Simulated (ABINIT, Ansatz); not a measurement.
# SnGeSe3 (Pm-3m): zone-centre phonons, part 2 of 3

Which modes does SnGeSe3 (Pm-3m) have at the zone centre?

ABINIT 10.8.3; DFT LDA, scalar-relativistic, plane waves, HGH norm-conserving pseudopotentials.

So far. Step 2 (Relaxation): The volume changes by -0.4 % from the cell with which this run began. The relaxed cell has a = 4.903 Å (conventional setting).

The structure was built from a prototype and need not be the compound's stable phase.

## 4. Zone-centre response

At q = 0 one unit cell holds all displacements. The response is solved for single atoms along the cell's directions, and symmetry skips those that follow from others. The crystal is treated as a metal, which screens a static field, so no field response is asked.

Contents of dfpt_gamma.abi:

```

# common to the responses
getwfk_filepath "gso_WFK"
kptopt 2
nqpt 1
qpt 0.0 0.0 0.0
asr 0
chneut 0

# displacements
rfphon 1
rfatpol 1 5
rfdir 1 1 1
tolvrs 1.0d-10
prtwf 0

# basis, mesh and filling
ecut 26.0
ecutsm 3.0
ixc 7
ngkpt 6 6 6
nshiftk 1
shiftk 0.0 0.0 0.0
istwfk *1
occopt 7
tsmear 0.01
nband 20
nstep 100
diemac 1000000.0
prtebands 0
prtgsr 0
useylm 1

# cell and atoms
acell 3*1.0 Angstrom
rprim 
    4.902816906 0.0 0.0
    0.0 4.902816906 0.0
    0.0 0.0 4.902816906
ntypat 3
znucl 50 32 34
natom 5
typat 1 2 3 3 3
xred 
    0.0 0.0 0.0
    0.5 0.5 0.5
    0.5 0.5 0.0
    0.5 0.0 0.5
    0.0 0.5 0.5
pp_dirpath "./pseudo"
pseudos "Sn.hgh, Ge.hgh, Se.hgh"
```

On the command line:

```console
$ OMP_NUM_THREADS=1 mpirun -n 4 abinit dfpt_gamma.abi > dfpt_gamma.log
```

Numbers of over 12 decimals in the logs are rounded to 6 here.

dfpt_gamma.abo, the main output file:

```text
[banners, grids, parts of the stress and lines that vanish by symmetry left out]
- input  file    -> dfpt_gamma.abi
- output file    -> dfpt_gamma.abo
- root for input  files -> dfpt_gammai
- root for output files -> dfpt_gammao

 Symmetries : space group Pm -3 m (#221); Bravais cP (primitive cubic)
================================================================================
 Values of the parameters that define the memory need of the present run (RF).
     intxc =       0      iscf =       7    lmnmax =      14     lnmax =       6
     mgfft =      45  mpssoang =       3    mqgrid =    3001     natom =       5
  nloc_mem =       1    nspden =       1   nspinor =       1    nsppol =       1
      nsym =      48    n1xccc =       0    ntypat =       3    occopt =       7
   xclevel =       1
-    mband =          20        mffmem =           1         mkmem =          28
-   mkqmem =          28        mk1mem =          28           mpw =        5058
      nfft =       91125          nkpt =         112
- my_mband =          20
================================================================================
================================================================================

--------------------------------------------------------------------------------
------------- Echo of variables that govern the present computation ------------
--------------------------------------------------------------------------------
-
- outvars: echo of selected default values
-   iomode0 =  0 , fftalg0 =312 , wfoptalg0 =  0
-
- outvars: echo of global parameters not present in the input file
-  max_nthreads =    1
-
 -outvars: echo values of preprocessed input variables
 [... echo left out ...]
================================================================================

 chkinp: Checking input parameters for consistency.

[...]
== DATASET  1 ==================================================================
-   mpi_nproc: 4, omp_nthreads: 1 (-1 if OMP is not activated)

--- !DatasetInfo
iteration_state: {dtset: 1, }
dimensions: {natom: 5, nkpt: 112, mband: 20, nsppol: 1, nspinor: 1, nspden: 1, mpw: 5058, }
cutoff_energies: {ecut:  26.0, pawecutdg:  -1.0, }
electrons: {nelect:   2.60000000E+01, charge:   0.00000000E+00, occopt:   7.00000000E+00, tsmear:   1.00000000E-02, }
meta: {optdriver: 1, rfphon: 1, }
...

 mkfilename: getwfk from: gso_WFK

 Exchange-correlation functional for the present dataset will be:
  LDA: Perdew-Wang 92 LSD fit to Ceperley-Alder data - ixc=7
 Citation for XC functional:
  J.P.Perdew and Y.Wang, PRB 45, 13244 (1992)

 Real(R)+Recip(G) space primitive vectors, cartesian coordinates (Bohr,Bohr^-1):
 R(1)=  9.2649812  0.0000000  0.0000000  G(1)=  0.1079333  0.0000000  0.0000000
 R(2)=  0.0000000  9.2649812  0.0000000  G(2)=  0.0000000  0.1079333  0.0000000
 R(3)=  0.0000000  0.0000000  9.2649812  G(3)=  0.0000000  0.0000000  0.1079333
 Unit cell volume ucvol=  7.9530484E+02 bohr^3
 Angles (23,13,12)=  9.00000000E+01  9.00000000E+01  9.00000000E+01 degrees
 setup1 : take into account q-point for computing boxcut.

 getcut: wavevector=  0.0000  0.0000  0.0000  ngfft=  45  45  45
         ecut(hartree)=     26.000   => boxcut(ratio)=   2.06898

--- Pseudopotential description ------------------------------------------------
- pspini: atom type   1  psp file is ./pseudo/Sn.hgh

- pspini: atom type   2  psp file is ./pseudo/Ge.hgh

- pspini: atom type   3  psp file is ./pseudo/Se.hgh

   1.61267328E+03                                ecore*ucvol(ha*bohr**3)
--------------------------------------------------------------------------------

 ==>  initialize data related to q vector <==

 The list of irreducible perturbations for this q vector is:
    1)    idir= 1    ipert=   1
    2)    idir= 1    ipert=   2
    3)    idir= 1    ipert=   3
    4)    idir= 3    ipert=   3

[...]
The perturbation idir=   2  ipert=   1 is
 symmetric of a previously calculated perturbation.
 So, its SCF calculation is not needed.

 The perturbation idir=   3  ipert=   1 is
 symmetric of a previously calculated perturbation.
 So, its SCF calculation is not needed.

 The perturbation idir=   2  ipert=   2 is
 symmetric of a previously calculated perturbation.
 So, its SCF calculation is not needed.

 The perturbation idir=   3  ipert=   2 is
 symmetric of a previously calculated perturbation.
 So, its SCF calculation is not needed.

[...]
The perturbation idir=   2  ipert=   5 is
 symmetric of a previously calculated perturbation.
 So, its SCF calculation is not needed.

 The perturbation idir=   3  ipert=   5 is
 symmetric of a previously calculated perturbation.
 So, its SCF calculation is not needed.

--------------------------------------------------------------------------------
 Perturbation wavevector (in red.coord.)   0.000000  0.000000  0.000000
 Perturbation : displacement of atom   1   along direction   1
 Found     8 symmetries that leave the perturbation invariant.

[...]
dfpt_looppert : total number of electrons, from k and k+q
  fully or partially occupied states are    2.600000E+01 and    2.600000E+01.
 Initialisation of the first-order wave-functions :
  ireadwf=   0

--- !BeginCycle
iteration_state: {dtset: 1, }
solver: {iscf: 7, nstep: 100, nline: 4, wfoptalg: 0, }
tolerances: {tolvrs: 1.00E-10, }
...

     iter   2DEtotal(Ha)        deltaE(Ha) residm    vres2
-ETOT  1   33.052855853419     -6.392E+01 1.073E+00 1.446E+05
 ETOT  2  -1.768008     -3.482E+01 3.411E-02 1.268E+03
 ETOT  3  -2.161471     -3.935E-01 2.017E-02 2.269E+02
 ETOT  4  -2.211532     -5.006E-02 5.866E-04 1.707E+00
 ETOT  5  -2.211888     -3.557E-04 2.483E-04 2.962E-03
[...]
At SCF step   10       vres2   =  6.62E-11 < tolvrs=  1.00E-10 =>converged.
[...]
Mean square residual over all n,k,spin=   11.455E-12; max=  50.572E-10

 Thirteen components of 2nd-order total energy (hartree) are
 1,2,3: 0th-order hamiltonian combined with 1st-order wavefunctions
     kin0=   8.41316019E+01 eigvalue=   6.80386815E-01  local=  -2.08222962E+01
 4,5,6: 1st-order hamiltonian combined with 1st and 0th-order wfs
 loc psp =  -9.01702310E+01  Hartree=   1.77133310E+01     xc=  -9.41679710E+00
 note that "loc psp" includes a xc core correction that could be resolved
 7,8,9: eventually, occupation + non-local contributions
    edocc=   8.32036708E+00     enl0=   1.85779142E+01   enl1=  -1.08198785E+02
 1-9 gives the relaxation energy (to be shifted if some occ is /=2.0)
   erelax=  -9.91845078E+01
 10,11,12 Non-relaxation  contributions : frozen-wavefunctions and Ewald
 fr.local=   5.84681975E+00 fr.nonlo=   5.13401229E+01  Ewald=   3.97856758E+01
 13,14 Frozen wf xc core corrections (1) and (2)
 frxc 1  =   0.00000000E+00  frxc 2 =   0.00000000E+00
 Resulting in :
 2DEtotal=   -0.2211889378E+01 Ha. Also 2DEtotal=   -0.601885761983E+02 eV
    (2DErelax=   -9.9184507811E+01 Ha. 2DEnonrelax=    9.6972618433E+01 Ha)
    (  non-var. 2DEtotal :   -2.2118893597E+00 Ha)

[...]
Perturbation wavevector (in red.coord.)   0.000000  0.000000  0.000000
 Perturbation : displacement of atom   2   along direction   1
 Found     8 symmetries that leave the perturbation invariant.

[...]
dfpt_looppert : total number of electrons, from k and k+q
  fully or partially occupied states are    2.600000E+01 and    2.600000E+01.
 Initialisation of the first-order wave-functions :
  ireadwf=   0

--- !BeginCycle
iteration_state: {dtset: 1, }
solver: {iscf: 7, nstep: 100, nline: 4, wfoptalg: 0, }
tolerances: {tolvrs: 1.00E-10, }
...

     iter   2DEtotal(Ha)        deltaE(Ha) residm    vres2
-ETOT  1   103.67129462329     -5.994E+01 4.458E-01 3.619E+05
[...]
At SCF step   11       vres2   =  5.41E-12 < tolvrs=  1.00E-10 =>converged.
[...]
Mean square residual over all n,k,spin=   54.427E-13; max=  24.072E-10

 Thirteen components of 2nd-order total energy (hartree) are
 1,2,3: 0th-order hamiltonian combined with 1st-order wavefunctions
     kin0=   1.54443272E+02 eigvalue=   3.74039863E+00  local=  -7.91782321E+01
 4,5,6: 1st-order hamiltonian combined with 1st and 0th-order wfs
 loc psp =  -6.25454443E+01  Hartree=   3.57594463E+01     xc=  -1.33328698E+01
 note that "loc psp" includes a xc core correction that could be resolved
 7,8,9: eventually, occupation + non-local contributions
    edocc=   1.15568578E+01     enl0=   4.80110862E+01   enl1=  -2.59454474E+02
 1-9 gives the relaxation energy (to be shifted if some occ is /=2.0)
   erelax=  -1.60999959E+02
 10,11,12 Non-relaxation  contributions : frozen-wavefunctions and Ewald
 fr.local=  -8.29911502E+00 fr.nonlo=   1.32122727E+02  Ewald=   3.97856758E+01
 13,14 Frozen wf xc core corrections (1) and (2)
 frxc 1  =   0.00000000E+00  frxc 2 =   0.00000000E+00
 Resulting in :
 2DEtotal=    0.2609328543E+01 Ha. Also 2DEtotal=    0.710034468133E+02 eV
    (2DErelax=   -1.6099995900E+02 Ha. 2DEnonrelax=    1.6360928754E+02 Ha)
    (  non-var. 2DEtotal :    2.6093285323E+00 Ha)

[...]
Perturbation wavevector (in red.coord.)   0.000000  0.000000  0.000000
 Perturbation : displacement of atom   3   along direction   1
 Found     4 symmetries that leave the perturbation invariant.

[...]
dfpt_looppert : total number of electrons, from k and k+q
  fully or partially occupied states are    2.600000E+01 and    2.600000E+01.
 Initialisation of the first-order wave-functions :
  ireadwf=   0

--- !BeginCycle
iteration_state: {dtset: 1, }
solver: {iscf: 7, nstep: 100, nline: 4, wfoptalg: 0, }
tolerances: {tolvrs: 1.00E-10, }
...

     iter   2DEtotal(Ha)        deltaE(Ha) residm    vres2
-ETOT  1   267.43569151579     -2.409E+02 1.037E+00 9.598E+05
[...]
At SCF step   12       vres2   =  2.62E-12 < tolvrs=  1.00E-10 =>converged.
[...]
Mean square residual over all n,k,spin=   11.201E-12; max=  10.738E-09

 Thirteen components of 2nd-order total energy (hartree) are
 1,2,3: 0th-order hamiltonian combined with 1st-order wavefunctions
     kin0=   5.07905769E+02 eigvalue=   1.63408803E+00  local=  -2.95044595E+02
 4,5,6: 1st-order hamiltonian combined with 1st and 0th-order wfs
 loc psp =  -2.42742517E+02  Hartree=   1.28408578E+02     xc=  -4.59398974E+01
 note that "loc psp" includes a xc core correction that could be resolved
 7,8,9: eventually, occupation + non-local contributions
    edocc=   1.83212698E+01     enl0=   1.94551453E+02   enl1=  -7.76930815E+02
 1-9 gives the relaxation energy (to be shifted if some occ is /=2.0)
   erelax=  -5.09836666E+02
 10,11,12 Non-relaxation  contributions : frozen-wavefunctions and Ewald
 fr.local=   1.07295519E+02 fr.nonlo=   3.91410524E+02  Ewald=   9.67772571E+00
 13,14 Frozen wf xc core corrections (1) and (2)
 frxc 1  =   0.00000000E+00  frxc 2 =   0.00000000E+00
 Resulting in :
 2DEtotal=   -0.1452898028E+01 Ha. Also 2DEtotal=   -0.395353694203E+02 eV
    (2DErelax=   -5.0983666631E+02 Ha. 2DEnonrelax=    5.0838376828E+02 Ha)
    (  non-var. 2DEtotal :   -1.4528979568E+00 Ha)

[...]
Perturbation wavevector (in red.coord.)   0.000000  0.000000  0.000000
 Perturbation : displacement of atom   3   along direction   3
 Found     8 symmetries that leave the perturbation invariant.

--------------------------------------------------------------------------------

--------------------------------------------------------------------------------

 dfpt_looppert : total number of electrons, from k and k+q
  fully or partially occupied states are    2.600000E+01 and    2.600000E+01.
 Initialisation of the first-order wave-functions :
  ireadwf=   0

--- !BeginCycle
iteration_state: {dtset: 1, }
solver: {iscf: 7, nstep: 100, nline: 4, wfoptalg: 0, }
tolerances: {tolvrs: 1.00E-10, }
...

     iter   2DEtotal(Ha)        deltaE(Ha) residm    vres2
-ETOT  1   363.48976866275     -1.524E+02 1.051E+00 1.216E+06
[...]
ETOT 11   7.270431     -2.956E-12 1.019E-08 2.806E-10
 ETOT 12   7.270431     -7.503E-12 1.192E-09 2.147E-12

 At SCF step   12       vres2   =  2.15E-12 < tolvrs=  1.00E-10 =>converged.
[...]
Mean square residual over all n,k,spin=   29.798E-13; max=  11.917E-10

 Thirteen components of 2nd-order total energy (hartree) are
 1,2,3: 0th-order hamiltonian combined with 1st-order wavefunctions
     kin0=   4.86228904E+02 eigvalue=   6.75876624E+00  local=  -2.71594641E+02
 4,5,6: 1st-order hamiltonian combined with 1st and 0th-order wfs
 loc psp =  -2.52005877E+02  Hartree=   1.34008830E+02     xc=  -4.41415565E+01
 note that "loc psp" includes a xc core correction that could be resolved
 7,8,9: eventually, occupation + non-local contributions
    edocc=   2.97171487E+01     enl0=   1.67610313E+02   enl1=  -7.65169652E+02
 1-9 gives the relaxation energy (to be shifted if some occ is /=2.0)
   erelax=  -5.08587765E+02
 10,11,12 Non-relaxation  contributions : frozen-wavefunctions and Ewald
 fr.local=  -4.12347615E+00 fr.nonlo=   3.76577540E+02  Ewald=   1.43404131E+02
 13,14 Frozen wf xc core corrections (1) and (2)
 frxc 1  =   0.00000000E+00  frxc 2 =   0.00000000E+00
 Resulting in :
 2DEtotal=    0.7270430553E+01 Ha. Also 2DEtotal=    0.197838493956E+03 eV
    (2DErelax=   -5.0858776455E+02 Ha. 2DEnonrelax=    5.1585819510E+02 Ha)
    (  non-var. 2DEtotal :    7.2704306488E+00 Ha)

[...]
---- first-order wavefunction calculations are completed ----

 ==> Compute Derivative Database <==

 [... matrices left out ...]
  Phonon wavevector (reduced coordinates) :  0.00000  0.00000  0.00000
 Phonon energies in Hartree :
  -5.139107E-04 -5.139107E-04 -5.139107E-04 -3.466681E-04 -3.466681E-04
  -3.466681E-04 -2.125394E-04 -2.125394E-04 -2.125394E-04 -8.273936E-06
  -8.273935E-06 -8.273935E-06  9.451794E-04  9.451794E-04  9.451794E-04
 Phonon frequencies in cm-1    :
- -1.127904E+02 -1.127904E+02 -1.127904E+02 -7.608486E+01 -7.608486E+01
- -7.608486E+01 -4.664702E+01 -4.664702E+01 -4.664702E+01 -1.815919E+00
- -1.815919E+00 -1.815919E+00  2.074429E+02  2.074429E+02  2.074429E+02

== END DATASET(S) ==============================================================
================================================================================

 -outvars: echo values of variables after computation
            acell      1.8897261259E+00  1.8897261259E+00  1.8897261259E+00 Bohr
           etotal      7.2704305531E+00
            fcart      0.0000000000E+00  0.0000000000E+00  0.0000000000E+00
           strten      0.0000000000E+00  0.0000000000E+00  0.0000000000E+00
================================================================================
```

Wall time 3.2 min (4 MPI ranks of Arm Neoverse V1, shared host).

This step gave:

```yaml
largest_acoustic_frequency_at_the_zone_centre_before_the_sum_rule: -1.82 cm⁻¹
highest_optical_zone_centre_mode_no_lo_to_term: 207.4 cm⁻¹
lowest_optical_zone_centre_mode: -112.8 cm⁻¹
```

The acoustic modes at Γ come out as far as 1.8 cm⁻¹ from zero, where they should vanish, a small numerical error. The lowest optical mode is imaginary, 113i cm⁻¹, an instability at this level and on this k mesh.

(Continued in part 3 of 3.)

[Host names and launcher messages were left out of these logs when they were recorded.]

[Logs are printed without paths, hosts, clocks, repeated set-up lines and the standing remarks that a program may print on its own settings, such as how far it seeks lower states.]

[Hosts, paths, dates, database ids (printed as entryN), source tags and the programs' standing remarks are cut or masked in the printed files.]
